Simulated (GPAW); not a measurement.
## SrTiO3 (Tausonite): G0W0 on several meshes in GPAW

Wanted: mesh dependence and cost of G0W0 for SrTiO3 (Tausonite).

Calculated with GPAW 26.7.0; PBE and many-body steps on it, plane waves.

Most raw output is cut from this account.

**1. The starting structure**

The structure is cubic, space group Pm-3m (No. 221). The conventional cell has a = 3.905 Å, b = 3.905 Å, c = 3.905 Å, α = 90.00°, β = 90.00°, γ = 90.00°. Nearest to Sr lie 12 O at 2.76 Å. Nearest to Ti lie 6 O at 1.95 Å. Nearest to O lie 2 Ti at 1.95 Å and 4 Sr at 2.76 Å. Farther neighbours and most contacts between anions are not listed.

Structure file:

```
Sr Ti O
1.0
     3.90528    0.00000    0.00000
     0.00000    3.90528    0.00000
     0.00000    0.00000    3.90528
Sr Ti O
1 1 3
Direct
  0.50000 0.50000 0.50000
  0.00000 0.00000 0.00000
  0.50000 0.00000 0.00000
  0.00000 0.50000 0.00000
  0.00000 0.00000 0.50000
```

The cell and positions come from the Crystallography Open Database and are kept as given unless a step says otherwise.

**2. Empty states on the mesh, 4×4×4 mesh, 895 bands**

This step: GPAW 26.7.0; DFT, PBE, plane waves, PAW.

The sums over transitions need many empty states on a uniform mesh; this step solves for them.

run.py

```python
import json
import numpy as np
from gpaw.mpi import world
from gpaw import GPAW

calc = GPAW('gs.gpw').fixed_density(kpts={'size': (4, 4, 4), 'gamma': True},
    parallel={'domain': 1, 'band': 1},
    txt='nscf.txt')
calc.diagonalize_full_hamiltonian(nbands=895)
calc.write('full.gpw', mode='all')
res = {}
kpts = calc.get_ibz_k_points()
res['kpts'] = kpts
res['eigenvalues'] = [calc.get_eigenvalues(kpt=k) for k in range(len(kpts))]
res['n_electrons'] = calc.get_number_of_electrons()

if world.rank == 0:
    with open('result.json', 'w') as f:
        json.dump(res, f, default=lambda x: x.tolist())
```

The run is started by

```sh
mpirun -n 4 gpaw python run.py
```

Wall time 43 s (4 MPI ranks of Arm Neoverse V1, shared host); peak memory 2.1 GiB.

Numbers from this step:

```
gap                                                           : 1.901 eV
k of the valence top                                          : 0.5, 0.5, 0.5
k of the conduction bottom                                    : 0, 0, 0
least direct gap                                              : 2.250 eV
k points computed                                             : 10
lowest point of the top converged band, above the valence top : 328.9033 eV
```

On this mesh the gap is 1.901 eV.

**3. 4×4×4**

G0W0 replaces the xc potential by the self-energy, built once from these orbitals. Only a window of levels is corrected, while the sums run over the empty bands that the input names.

This step: G0W0 on PBE, plane waves, PAW.

run.py

```python
import json
import numpy as np
from gpaw.mpi import world
from gpaw.response.g0w0 import G0W0

gw = G0W0('full.gpw',
    filename='gw',
    kpts=[0, 9],
    bands=(18, 22),
    ecut=105,
    nbands=145,
    integrate_gamma='WS',
    ppa=True)
gw.calculate()
res = {mode: {k: v for k, v in r.items() if k != 'sigma_eskwn'}
       for mode, r in gw.all_results.items()}

if world.rank == 0:
    with open('result.json', 'w') as f:
        json.dump(res, f, default=lambda x: x.tolist())
```

The run is started by

```sh
mpirun -n 4 gpaw python run.py
```

Elapsed: 64 s, on 4 MPI ranks; peak memory 1.8 GiB; 4.3 min of CPU time.

Numbers from this step:

| Quantity | Value |
| --- | --- |
| G0W0 gap on the points computed | 3.718 eV |
| least direct G0W0 gap on the computed points | 4.045 eV |
| Z at the valence top | 0.7631 |
| Z at the conduction bottom | 0.7745 |
| starting gap on the mesh | 1.901 eV |
| k of the valence top | 0.5, 0.5, 0.5 |
| k of the conduction bottom | 0, 0, 0 |

The gap on the mesh goes from 1.90 eV to 3.72 eV, a correction of +1.82 eV.

**4. Empty states on the mesh, 6×6×6 mesh, 155 bands**

This step: DFT, PBE, plane waves, PAW.

run.py

```python
import json
import numpy as np
from gpaw.mpi import world
from gpaw import GPAW

calc = GPAW('gs.gpw').fixed_density(kpts={'size': (6, 6, 6), 'gamma': True},
    parallel={'domain': 1, 'band': 1},
    txt='nscf.txt')
calc.diagonalize_full_hamiltonian(nbands=155)
calc.write('full.gpw', mode='all')
res = {}
kpts = calc.get_ibz_k_points()
res['kpts'] = kpts
res['eigenvalues'] = [calc.get_eigenvalues(kpt=k) for k in range(len(kpts))]
res['n_electrons'] = calc.get_number_of_electrons()

if world.rank == 0:
    with open('result.json', 'w') as f:
        json.dump(res, f, default=lambda x: x.tolist())
```

The run is started by

```sh
mpirun -n 4 gpaw python run.py
```

The job ended after 54 s (4 MPI ranks; peak memory 2 GiB).

This step gave:

| Item | Value |
| --- | --- |
| gap | 1.901 eV |
| k of the valence top | 0.5, 0.5, 0.5 |
| k of the conduction bottom | 0, 0, 0 |
| least direct gap | 2.250 eV |
| k points computed | 20 |
| lowest point of the top converged band, above the valence top | 88.5130 eV |

On this mesh the gap is 1.901 eV.

**5. 6×6×6**

This step: G0W0 on PBE, plane waves, PAW.

run.py

```python
import json
import numpy as np
from gpaw.mpi import world
from gpaw.response.g0w0 import G0W0

gw = G0W0('full.gpw',
    filename='gw',
    kpts=[0, 19],
    bands=(18, 22),
    ecut=105,
    nbands=145,
    integrate_gamma='WS',
    ppa=True)
gw.calculate()
res = {mode: {k: v for k, v in r.items() if k != 'sigma_eskwn'}
       for mode, r in gw.all_results.items()}

if world.rank == 0:
    with open('result.json', 'w') as f:
        json.dump(res, f, default=lambda x: x.tolist())
```

The run is started by

```sh
mpirun -n 4 gpaw python run.py
```

Elapsed: 5.1 min, on 4 MPI ranks; peak memory 2.4 GiB.

This step gave:

```
G0W0 gap on the points computed              : 3.700 eV
least direct G0W0 gap on the computed points : 4.021 eV
Z at the valence top                         : 0.7639
Z at the conduction bottom                   : 0.7744
starting gap on the mesh                     : 1.901 eV
k of the valence top                         : 0.5, 0.5, 0.5
k of the conduction bottom                   : 0, 0, 0
```

Against G0W0 in GPAW (4×4×4 mesh, 145 bands, screening to 105 eV, Godby-Needs plasmon pole), the gap moves by −0.017 eV.

**6. The runs together**

Times are wall times on 4 MPI ranks of Arm Neoverse V1, shared host, good to a factor of about two.

| run | mesh | bands | screening cutoff (eV) | DFT gap (eV) | gap on the mesh (eV) | direct (eV) | time |
| --- | --- | --- | --- | --- | --- | --- | --- |
| 4×4×4 | 4×4×4 | 145 | 105 | 1.901 | 3.718 | 4.045 | 64 s |
| 6×6×6 | 6×6×6 | 145 | 105 | 1.901 | 3.700 | 4.021 | 5.1 min |

**7. Outcome**

| Property | Result |
| --- | --- |
| 4×4×4 | 3.718 eV |
| 6×6×6 | 3.700 eV |
| known limits | not at the basis limit; no spin-orbit coupling; coarse k mesh |

What this shows: 6×6×6: −0.017 eV against 4×4×4. Bands and cutoff are finite, so the gap is not at the basis limit. The miss can reach some tenths of an eV and take either sign; the mesh is an error of its own. These stock PAW sets were not made for GW. In the G0W0 runs levels were corrected at 2 k points alone, so a gap called «on the mesh» is the least over those, and an edge elsewhere would be missed. The 4×4×4 mesh is coarse for this cell, which bears on the long-range parts of exchange and screening. This is the ideal cubic cell; many perovskites, halides above all, are cubic only on average, and local tilts or off-centring can widen the gap. The many-body steps are scalar-relativistic: spin-orbit coupling is not in them.

[Paths, hosts, dates, memory and timing lines, banners, echoed tables and standing remarks are left out of the program output.]

[Logs are printed without paths, hosts, clocks, repeated set-up lines and the standing remarks that a program may print on its own settings, such as how far it seeks lower states.]

[Runs of the session that timed out or met a known fault of the program may be left out.]

[Hosts, paths, dates, database ids (printed as entryN), source tags and the programs' standing remarks are cut or masked in the printed files.]
